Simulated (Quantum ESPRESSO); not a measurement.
# PbS (Galena): zone-centre phonons, part 4 of 4

Aim: the zone-centre modes of PbS (Galena).

Quantum ESPRESSO 7.5; DFT PBE, scalar-relativistic, plane waves, PseudoDojo norm-conserving pseudopotentials.

So far. Step 6 (Modes with the sum rule): The rule moves no optical mode by more than 0.1 cm⁻¹. Step 8 (Modes along a direction of q (1 0 0)): The field moves one mode, from 49 to 202 cm⁻¹; the others stay.

The database entry behind the starting cell differs from later determinations by our own check (about 0.1 % short), so it need not match the best structure at ambient conditions.

### 14. Zone-centre response, volume × 1.03

It starts from a fresh copy of the ground state of step 13.

The input, ph.in:

```
phonons
&INPUTPH
  prefix = 'x'
  outdir = './tmp'
  fildyn = 's.dyn'
  tr2_ph = 1.0d-18
  epsil  = .true.
/
0.000000000000 0.000000000000 0.000000000000
```

Command:

```console
$ OMP_NUM_THREADS=1 mpirun -n 4 ph.x -nk 4 -in ph.in > ph.out
```

What it wrote:

```text
[banners, grids, parts of the stress and lines that vanish by symmetry left out]
[banner, memory and clock lines left out]
Program PHONON v.7.5

[...]
Exchange-correlation= PBE
                           (   1   4   3   4   0   0   0)
[...]
kinetic-energy cut-off    =      68.0000  Ry
     charge density cut-off    =     272.0000  Ry
     convergence threshold     =      1.0E-18
[...]
Exchange-correlation= PBE
                           (   1   4   3   4   0   0   0)
[...]
q = (   0.0000000   0.0000000   0.0000000 )
     49 Sym.Ops. (with q -> -q+G )
     G cutoff =  906.1865  (  28571 G-vectors)     FFT grid: ( 45, 45, 45)
     number of k points=    72
[...]
Mode symmetry, O_h (m-3m)  point group:
[...]
Dielectric constant
[...]
End of electric fields calculation
          Dielectric constant in cartesian axis
          (      15.191844927       0.000000000      -0.000000000 )
          (       0.000000000      15.191844927       0.000000000 )
          (      -0.000000000       0.000000000      15.191844927 )
          Effective charges (d Force / dE) in cartesian axis without acoustic sum rule applied (asr)
           atom    1  Pb    Mean Z*:        4.35013
      Ex  (        4.35013        0.00000        0.00000 )
      Ey  (       -0.00000        4.35013        0.00000 )
      Ez  (        0.00000       -0.00000        4.35013 )
           atom    2  S     Mean Z*:       -4.34881
      Ex  (       -4.34881       -0.00000       -0.00000 )
      Ey  (       -0.00000       -4.34881        0.00000 )
      Ez  (       -0.00000        0.00000       -4.34881 )
          Effective charges Sum: Mean:        0.00132
[...]
Effective charges (d Force / dE) in cartesian axis with asr applied:
           atom    1  Pb    Mean Z*:        4.34947
[...]
atom    2  S     Mean Z*:       -4.34947
[...]
Representation #   1 modes #   1   2   3

     Self-consistent Calculation
```

Run time: 3.1 min. Hardware: 4 MPI ranks of Arm Neoverse V1, shared host.

The run was cut off at its time limit.

### 15. Ground state, volume × 1.06

The input, scf.in:

```
&CONTROL
  calculation = 'scf'
  prefix      = 'x'
  outdir      = './tmp'
  pseudo_dir  = './pseudo'
  tprnfor     = .true.
  tstress     = .true.
/
&SYSTEM
  ibrav       = 2
  celldm(1)   = 11.57871672
  nat         = 2
  ntyp        = 2
  ecutwfc     = 68.0
  occupations = 'fixed'
  nbnd        = 12
/
&ELECTRONS
  conv_thr         = 1.0d-12
  mixing_beta      = 0.7
  electron_maxstep = 100
/
ATOMIC_SPECIES
 Pb    207.2000  Pb.upf
 S      32.0600  S.upf
ATOMIC_POSITIONS crystal
 Pb     0.000000000   0.000000000   0.000000000
 S      0.500000000   0.500000000   0.500000000
K_POINTS automatic
 12 12 12 0 0 0
```

Command:

```console
$ OMP_NUM_THREADS=1 mpirun -n 4 pw.x -nk 4 -in scf.in > scf.out
```

What it wrote:

```text
[banners, grids, parts of the stress and lines that vanish by symmetry left out]
[banner, memory and clock lines left out]
Program PWSCF v.7.5

[...]
kinetic-energy cutoff     =      68.0000  Ry
     charge density cutoff     =     272.0000  Ry
     scf convergence threshold =      1.0E-12
[...]
Exchange-correlation= PBE
                           (   1   4   3   4   0   0   0)
[...]
48 Sym. Ops., with inversion, found
[...]
number of k points=    72
[...]
End of self-consistent calculation
[...]
highest occupied, lowest unoccupied level (ev):     7.1418    7.8156
!    total energy              =    -162.85047312 Ry
[...]
convergence has been achieved in  13 iterations
[...]
atom    1 type  1   force =     0.00000000    0.00000000    0.00000000
     atom    2 type  2   force =     0.00000000    0.00000000    0.00000000
     Total force =     0.000000     Total SCF correction =     0.000000
[...]
total   stress  (Ry/bohr**3)                   (kbar)     P=      -27.08
[...]
XML data file, charge density, pseudopotentials, collected wavefunctions
```

It took 23 s on 4 MPI ranks; 92 s of CPU time.

Numbers from this step:

```yaml
volume_per_atom: 28.75 Å³
pressure: -2.708 GPa
gap_on_the_k_mesh: 0.6738 eV
```

### 16. Linear response at Γ, volume × 1.06

It starts from a fresh copy of the ground state of step 15.

ph.in is that of step 14.

Command:

```console
$ OMP_NUM_THREADS=1 mpirun -n 4 ph.x -nk 4 -in ph.in > ph.out
```

What it wrote:

```text
[banners, grids, parts of the stress and lines that vanish by symmetry left out]
[banner, memory and clock lines left out]
Program PHONON v.7.5

[...]
Exchange-correlation= PBE
                           (   1   4   3   4   0   0   0)
[...]
kinetic-energy cut-off    =      68.0000  Ry
     charge density cut-off    =     272.0000  Ry
     convergence threshold     =      1.0E-18
[...]
Exchange-correlation= PBE
                           (   1   4   3   4   0   0   0)
[...]
q = (   0.0000000   0.0000000   0.0000000 )
     49 Sym.Ops. (with q -> -q+G )
     G cutoff =  923.6980  (  29603 G-vectors)     FFT grid: ( 45, 45, 45)
     number of k points=    72
[...]
Mode symmetry, O_h (m-3m)  point group:
[...]
Dielectric constant
[...]
End of electric fields calculation
          Dielectric constant in cartesian axis
          (      14.592273191      -0.000000000       0.000000000 )
          (      -0.000000000      14.592273191       0.000000000 )
          (       0.000000000       0.000000000      14.592273191 )
          Effective charges (d Force / dE) in cartesian axis without acoustic sum rule applied (asr)
           atom    1  Pb    Mean Z*:        4.34951
      Ex  (        4.34951       -0.00000       -0.00000 )
      Ey  (       -0.00000        4.34951        0.00000 )
      Ez  (       -0.00000        0.00000        4.34951 )
           atom    2  S     Mean Z*:       -4.34825
      Ex  (       -4.34825        0.00000       -0.00000 )
      Ey  (        0.00000       -4.34825       -0.00000 )
      Ez  (        0.00000       -0.00000       -4.34825 )
          Effective charges Sum: Mean:        0.00126
[...]
Effective charges (d Force / dE) in cartesian axis with asr applied:
           atom    1  Pb    Mean Z*:        4.34888
[...]
atom    2  S     Mean Z*:       -4.34888
[...]
Representation #   1 modes #   1   2   3
[...]
iter #   1   av.it.:   6.3
      thresh= 1.000E-02 alpha_mix =  0.700 |ddv_scf|^2 =  1.297E-07
```

Wall time 3.4 min (4 MPI ranks).

The run was cut off at its time limit.

### 17. Summary of results

```yaml
space_group_after_relaxation: Fm-3m
volume_per_atom: 27.1 Å³
gap_on_the_k_mesh: 0.504 eV
highest_optical_zone_centre_mode_no_lo_to_term: 49.0 cm⁻¹
highest_mode_moved_by_the_lo_to_term_probably_not_converged_in_the_k_mesh: 201.9 cm⁻¹
mean_high_frequency_dielectric_constant_probably_not_converged_in_the_k_mesh: 16.1
largest_born_charge_in_size_third_of_the_trace_probably_not_converged_in_the_k_mesh: 4.34 e
mean_static_dielectric_constant_probably_not_converged_in_the_k_mesh: 273.3
imaginary_optical_modes_at_the_zone_centre_no_q_mesh_in_this_session: none
```

In words: At the PBE level the optical modes of PbS (Galena) at the zone centre (no LO-TO term) lie at 49 cm⁻¹. Along the directions run, the highest mode that the macroscopic field moves lies at 202 cm⁻¹. Lattice motion raises the mean dielectric constant from 16.07 to 273.3. ε∞, the Born charges and what follows from them are probably not converged in the k mesh. The Lyddane-Sachs-Teller relation holds: (ωLO/ωTO)² is 17.01 and ε₀/ε∞ is 17.01. These are harmonic frequencies at zero temperature: anharmonic shifts and linewidths and thermal expansion are left out. Spin-orbit coupling is left out, which can matter for the heavy elements here.

[Host names and launcher messages were left out of these logs when they were recorded.]

[Logs are printed without paths, hosts, clocks, repeated set-up lines and the standing remarks that a program may print on its own settings, such as how far it seeks lower states.]

[Hosts, paths, dates, database ids (printed as entryN), source tags and the programs' standing remarks are cut or masked in the printed files.]
